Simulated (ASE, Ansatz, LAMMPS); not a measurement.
# Relaxing 60-degree dislocation dipole in a C-Si solid solution (shuffle set) (120 atoms), part 2 of 3

Wanted: the relaxed structure of 60-degree dislocation dipole in a C-Si solid solution (shuffle set) (120 atoms) and its electronic structure.

Ansatz 0.2.0; Kohn-Sham DFT, PBE, PAW (set soft_2), plane waves.

The cell: 104 C and 16 Si. The cell is under 6 Å thick along one periodic direction. The host structure and its lattice constant were typed by rule, without a check against the phase diagram.

So far. Step 3 (Single point at the start): The r.m.s. force component of 1.1 eV/Å sets the starting point.

**4. Relaxation**

With the cell held, the atoms are moved downhill towards a nearby minimum.

input.yaml

```yaml
crystal:
  lattice:
    - [23.33017, 0.0, 0.0]
    - [1.1665, 13.21471, 0.0]
    - [0.0, -0.1373, 2.69043]
  atoms:
    [... the 120 atom lines of step 3 ...]
kpoints:
  mp_grid: { grid: [1, 1, 6] }
hamiltonian:
  xc: pbe
scf:
  occupations: { method: fermi_dirac, width: 0.025 }
output:
  forces: true
relax:
  f_tol: 0.05
  max_steps: 81
```

Started as:

```console
$ ansatz run input.yaml --threads 4 --pin off --max-ram 8192MiB --backend cpu --events-out ev --progress --plain --runs-dir out
```

Numbers of over 12 decimals in the logs are rounded to 6 here.

Output:

```text
[...]
Crystal: 120 atoms, lattice volume = 829.463 Å³
Basis set: ecut = 420 eV, 16309 PW (Γ), exchange–correlation on 320×180×40 points (8 copies of the dense FFT grid, shifted against one another)
Bands: 360, of which v1, the nominal top of the filled ones, is band 240 counted from 1 (239 counted from 0)
Symmetry: 1 space group operations
[...]
k-points: 4 of 6 (time reversal used)
[...]
SCF iter   1: F=—  HF=-36185.039593 eV  |F-HF|=—  |Δ(HF+E_count)|=         —  Δρ=1.51e-2  dr2=7.63e0  ethr=1.77e-3  ⟨swp⟩=6.0  Hψ=6258  notcnv=0  defer=306
[...]
SCF iter  10: F=-36184.188720 eV  HF=-36184.188730 eV  |F-HF|=1.00e-5  |Δ(HF+E_count)|=   3.87e-6  Δρ=1.13e-5  dr2=1.05e-5  ethr=1.30e-8  ⟨swp⟩=2.0  Hψ=3057  notcnv=0
SCF 1 converged in 10 iterations: F = -36184.188720 eV  dr2 = 1.05e-5
[...]
relax step   1: F+E_penalty+E_count = -36184.18872003 eV  Δ(F+E_penalty+E_count) = +0.000e0 eV  max|allowed force component| = 4.605e0 eV/Å  Δτ_max = 0.0000 Å  (10 SCF iters, dr2 threshold 6.25e-5 eV, accepted)
[...]
relax step   2: F+E_penalty+E_count = -36190.26594350 eV  Δ(F+E_penalty+E_count) = -6.077e0 eV  max|allowed force component| = 2.339e0 eV/Å  Δτ_max = 0.1970 Å  (10 SCF iters, dr2 threshold 1.00e-4 eV, accepted)
[...]
relax step   3: F+E_penalty+E_count = -36191.98355378 eV  Δ(F+E_penalty+E_count) = -1.718e0 eV  max|allowed force component| = 2.236e0 eV/Å  Δτ_max = 0.2000 Å  (11 SCF iters, dr2 threshold 1.00e-4 eV, accepted)
relax step   4: F+E_penalty+E_count = -36192.89651034 eV  Δ(F+E_penalty+E_count) = -9.130e-1 eV  max|allowed force component| = 1.256e0 eV/Å  Δτ_max = 0.1972 Å  (7 SCF iters, dr2 threshold 1.00e-4 eV, accepted)
relax step   5: F+E_penalty+E_count = -36193.54152006 eV  Δ(F+E_penalty+E_count) = -6.450e-1 eV  max|allowed force component| = 1.124e0 eV/Å  Δτ_max = 0.2000 Å  (8 SCF iters, dr2 threshold 1.00e-4 eV, accepted)
relax step   6: F+E_penalty+E_count = -36193.85326096 eV  Δ(F+E_penalty+E_count) = -3.117e-1 eV  max|allowed force component| = 8.250e-1 eV/Å  Δτ_max = 0.1947 Å  (6 SCF iters, dr2 threshold 1.00e-4 eV, accepted)
relax step   7: F+E_penalty+E_count = -36194.24583905 eV  Δ(F+E_penalty+E_count) = -3.926e-1 eV  max|allowed force component| = 8.693e-1 eV/Å  Δτ_max = 0.2000 Å  (12 SCF iters, dr2 threshold 1.00e-4 eV, accepted)
relax step   8: F+E_penalty+E_count = -36194.61647296 eV  Δ(F+E_penalty+E_count) = -3.706e-1 eV  max|allowed force component| = 1.592e0 eV/Å  Δτ_max = 0.1945 Å  (11 SCF iters, dr2 threshold 1.00e-4 eV, accepted)
relax step   9: F+E_penalty+E_count = -36195.17394988 eV  Δ(F+E_penalty+E_count) = -5.575e-1 eV  max|allowed force component| = 2.541e0 eV/Å  Δτ_max = 0.1950 Å  (9 SCF iters, dr2 threshold 1.00e-4 eV, accepted)
relax step  10: F+E_penalty+E_count = -36196.33902083 eV  Δ(F+E_penalty+E_count) = -1.165e0 eV  max|allowed force component| = 2.149e0 eV/Å  Δτ_max = 0.2000 Å  (7 SCF iters, dr2 threshold 1.00e-4 eV, accepted)
relax step  11: F+E_penalty+E_count = -36196.89538881 eV  Δ(F+E_penalty+E_count) = -5.564e-1 eV  max|allowed force component| = 2.266e0 eV/Å  Δτ_max = 0.1948 Å  (7 SCF iters, dr2 threshold 1.00e-4 eV, accepted)
relax step  12: F+E_penalty+E_count = -36197.54846660 eV  Δ(F+E_penalty+E_count) = -6.531e-1 eV  max|allowed force component| = 1.036e0 eV/Å  Δτ_max = 0.2000 Å  (7 SCF iters, dr2 threshold 1.00e-4 eV, accepted)
relax step  13: F+E_penalty+E_count = -36197.94922464 eV  Δ(F+E_penalty+E_count) = -4.008e-1 eV  max|allowed force component| = 6.699e-1 eV/Å  Δτ_max = 0.1915 Å  (11 SCF iters, dr2 threshold 1.00e-4 eV, accepted)
relax step  14: F+E_penalty+E_count = -36197.40894225 eV  Δ(F+E_penalty+E_count) = +5.403e-1 eV  max|allowed force component| = 1.285e0 eV/Å  Δτ_max = 0.2000 Å  (12 SCF iters, dr2 threshold 9.38e-5 eV, rejected (line search))
relax step  15: F+E_penalty+E_count = -36198.04087863 eV  Δ(F+E_penalty+E_count) = -9.165e-2 eV  max|allowed force component| = 5.153e-1 eV/Å  Δτ_max = 0.0951 Å  (18 SCF iters, accepted)
relax step  16: F+E_penalty+E_count = -36198.10543296 eV  Δ(F+E_penalty+E_count) = -6.455e-2 eV  max|allowed force component| = 9.987e-1 eV/Å  Δτ_max = 0.1000 Å  (6 SCF iters, dr2 threshold 1.00e-4 eV, accepted)
relax step  17: F+E_penalty+E_count = -36198.14531217 eV  Δ(F+E_penalty+E_count) = -3.988e-2 eV  max|allowed force component| = 4.598e-1 eV/Å  Δτ_max = 0.0215 Å  (6 SCF iters, dr2 threshold 1.00e-4 eV, accepted)
relax step  18: F+E_penalty+E_count = -36197.97612504 eV  Δ(F+E_penalty+E_count) = +1.692e-1 eV  max|allowed force component| = 6.747e-1 eV/Å  Δτ_max = 0.1300 Å  (7 SCF iters, dr2 threshold 4.48e-5 eV, rejected (line search))
relax step  19: F+E_penalty+E_count = -36198.16523351 eV  Δ(F+E_penalty+E_count) = -1.992e-2 eV  max|allowed force component| = 1.036e-1 eV/Å  Δτ_max = 0.0244 Å  (9 SCF iters, accepted)
relax step  20: F+E_penalty+E_count = -36198.11820535 eV  Δ(F+E_penalty+E_count) = +4.703e-2 eV  max|allowed force component| = 3.949e-1 eV/Å  Δτ_max = 0.0831 Å  (8 SCF iters, rejected (line search))
relax step  21: F+E_penalty+E_count = -36198.16856963 eV  Δ(F+E_penalty+E_count) = -3.336e-3 eV  max|allowed force component| = 5.829e-2 eV/Å  Δτ_max = 0.0126 Å  (8 SCF iters, accepted)
relax step  22: F+E_penalty+E_count = -36198.16160740 eV  Δ(F+E_penalty+E_count) = +6.962e-3 eV  max|allowed force component| = 1.560e-1 eV/Å  Δτ_max = 0.0177 Å  (9 SCF iters, rejected (line search))
relax step  23: F+E_penalty+E_count = -36198.16899008 eV  Δ(F+E_penalty+E_count) = -4.204e-4 eV  max|allowed force component| = 6.226e-2 eV/Å  Δτ_max = 0.0048 Å  (7 SCF iters, accepted)
relax step  24: F+E_penalty+E_count = -36198.16832498 eV  Δ(F+E_penalty+E_count) = +6.651e-4 eV  max|allowed force component| = 8.169e-2 eV/Å  Δτ_max = 0.0104 Å  (7 SCF iters, rejected (line search))
[...]
relax step  25: F+E_penalty+E_count = -36198.16924265 eV  Δ(F+E_penalty+E_count) = -2.526e-4 eV  max|allowed force component| = 9.107e-3 eV/Å  Δτ_max = 0.0019 Å  (7 SCF iters, accepted)
SCF converged after 7 iterations
Free energy (F): -36198.169243 eV
[...]
Internal energy: -36198.162102 eV  (E = F + TS)
E sigma→0 (E₀):  -36198.165672 eV
Entropy (-TS):   -0.007141 eV (-0.060 meV/atom)
Fermi energy:    13.096729 eV
[...]
--- Forces (eV/Å), atoms counted from 1 ---
  atom   1  C      0.00140902    -0.00057697    -0.00015745
  atom   2  C     -0.00073310     0.00012855    -0.00001379
  atom   3  C     -0.00103628    -0.00128167     0.00090198
  atom   4  C     -0.00091746     0.00260230    -0.00134892
  atom   5  C      0.00198131     0.00166873     0.00038387
  atom   6  C      0.00128064    -0.00345485    -0.00187888
  atom   7  Si    -0.00334257     0.00077666     0.00062853
  atom   8  Si    -0.00052052    -0.00425687    -0.00083039
  atom   9  C      0.00006260    -0.00048555    -0.00024085
  atom  10  C      0.00090901     0.00026517    -0.00057715
  atom  11  C      0.00280217     0.00089388     0.00296951
  atom  12  C     -0.00006025     0.00077007    -0.00155787
  atom  13  C      0.00329077     0.00109960     0.00131957
  atom  14  C     -0.00222402    -0.00300885     0.00043730
[...]
atom 119  C      0.00121177     0.00057172     0.00031948
  atom 120  C     -0.00107428    -0.00062249    -0.00026910
  max |Σ_I F_I| component: 4.18e-5 eV/Å
--- Relaxed structure (25 steps of the walk, 20 accepted, 0 SCFs on fresh bases) ---
  F+E_penalty+E_count = -36198.16924265 eV   max|allowed force component| = 9.107e-3 eV/Å
  atoms:
    - { symbol: C, position: [0.901794, 0.970399, 0.605044] }
    - { symbol: C, position: [0.894129, 0.092852, 0.619328] }
    - { symbol: C, position: [0.951269, 0.138387, 0.603463] }
    - { symbol: C, position: [0.950553, 0.275867, 0.593056] }
[...]
- { symbol: C, position: [0.022697, 0.927434, 0.594877] }
```

It took 41 min on 4 threads of Arm Neoverse V1, shared host; peak memory 4.4 GiB; 1.9 h of CPU time.

Relaxation path (22 of 25):

| step | energy less that of the first step (eV) | largest force component (eV/Å) |
| --- | --- | --- |
| 1 | 0.0000 | 4.6049 |
| 2 | -6.0772 | 2.3394 |
| 3 | -7.7948 | 2.2364 |
| 4 | -8.7078 | 1.2557 |
| 6 | -9.6645 | 0.8250 |
| 7 | -10.0571 | 0.8693 |
| 8 | -10.4278 | 1.5918 |
| 9 | -10.9852 | 2.5407 |
| 10 | -12.1503 | 2.1490 |
| 11 | -12.7067 | 2.2662 |
| 12 | -13.3597 | 1.0361 |
| 14 | -13.2202 | 1.2848 |
| 15 | -13.8522 | 0.5153 |
| 16 | -13.9167 | 0.9987 |
| 17 | -13.9566 | 0.4598 |
| 18 | -13.7874 | 0.6747 |
| 19 | -13.9765 | 0.1036 |
| 20 | -13.9295 | 0.3949 |
| 22 | -13.9729 | 0.1560 |
| 23 | -13.9803 | 0.0623 |
| 24 | -13.9796 | 0.0817 |
| 25 | -13.9805 | 0.0091 |

Relaxation steps 14, 18, 20, 22, 24 were tried and not accepted.

The atoms that moved most (Å):

| atom | dx | dy | dz | length |
| --- | --- | --- | --- | --- |
| C35 | 0.805 | 0.585 | 0.158 | 1.008 |
| C6 | 0.179 | 0.871 | 0.001 | 0.889 |
| Si7 | -0.402 | -0.786 | -0.021 | 0.883 |
| C27 | 0.733 | 0.152 | -0.285 | 0.801 |
| C26 | -0.401 | 0.511 | 0.327 | 0.727 |
| C13 | 0.098 | 0.663 | 0.026 | 0.670 |
| C25 | 0.046 | 0.562 | 0.177 | 0.591 |
| C39 | -0.337 | 0.424 | 0.219 | 0.584 |

The relaxation changed the energy by -117 meV/atom, and atoms moved by 0.32 Å r.m.s., 1.0 Å at most.

**5. Distances and neighbours after relaxation**

Density 3.40 g/cm³, 6.912 Å³ an atom.

g(r), total and by pair (bins of 0.2 Å):

| r (Å) | total | C-C | C-Si | Si-Si |
| --- | --- | --- | --- | --- |
| 1.40 | 0.24 | 0.32 | 0.00 | 0.00 |
| 1.60 | 2.95 | 3.92 | 0.00 | 0.00 |
| 1.80 | 0.80 | 0.08 | 3.22 | 0.00 |
| 2.00 | 0.06 | 0.02 | 0.20 | 0.00 |
| 2.20 | 0.07 | 0.02 | 0.08 | 1.66 |
| 2.40 | 0.60 | 0.70 | 0.30 | 0.46 |
| 2.60 | 2.87 | 3.25 | 1.33 | 6.55 |
| 2.80 | 0.97 | 0.73 | 1.78 | 0.98 |
| 3.00 | 1.52 | 1.71 | 0.97 | 0.29 |
| 3.20 | 1.26 | 1.21 | 1.54 | 0.00 |
| 3.40 | 0.52 | 0.37 | 0.88 | 1.80 |
| 3.60 | 0.45 | 0.45 | 0.41 | 0.80 |
| 3.80 | 0.73 | 0.79 | 0.55 | 0.34 |
| 4.00 | 0.93 | 0.95 | 0.83 | 1.61 |
| 4.20 | 0.94 | 0.90 | 1.05 | 0.87 |
| 4.40 | 0.94 | 1.02 | 0.65 | 1.08 |
| 4.60 | 1.54 | 1.59 | 1.39 | 0.97 |
| 4.80 | 1.26 | 1.22 | 1.42 | 1.12 |
| 5.00 | 0.87 | 0.85 | 0.96 | 0.74 |
| 5.20 | 0.82 | 0.81 | 0.85 | 1.05 |
| 5.40 | 1.16 | 1.21 | 0.92 | 2.31 |
| 5.60 | 1.09 | 1.13 | 0.97 | 0.90 |
| 5.80 | 0.94 | 0.90 | 1.03 | 1.30 |
| 6.00 | 0.99 | 1.01 | 0.94 | 1.22 |
| 6.20 | 0.79 | 0.74 | 0.94 | 0.87 |
| 6.40 | 0.72 | 0.73 | 0.73 | 0.32 |
| 6.60 | 0.90 | 0.91 | 0.87 | 0.89 |
| 6.80 | 1.16 | 1.19 | 1.10 | 0.67 |

(Part 2 of 3 ends here.)

[Logs are printed without paths, hosts, clocks, repeated set-up lines and the standing remarks that a program may print on its own settings, such as how far it seeks lower states.]

[Hosts, paths, dates, database ids (printed as entryN), source tags and the programs' standing remarks are cut or masked in the printed files.]
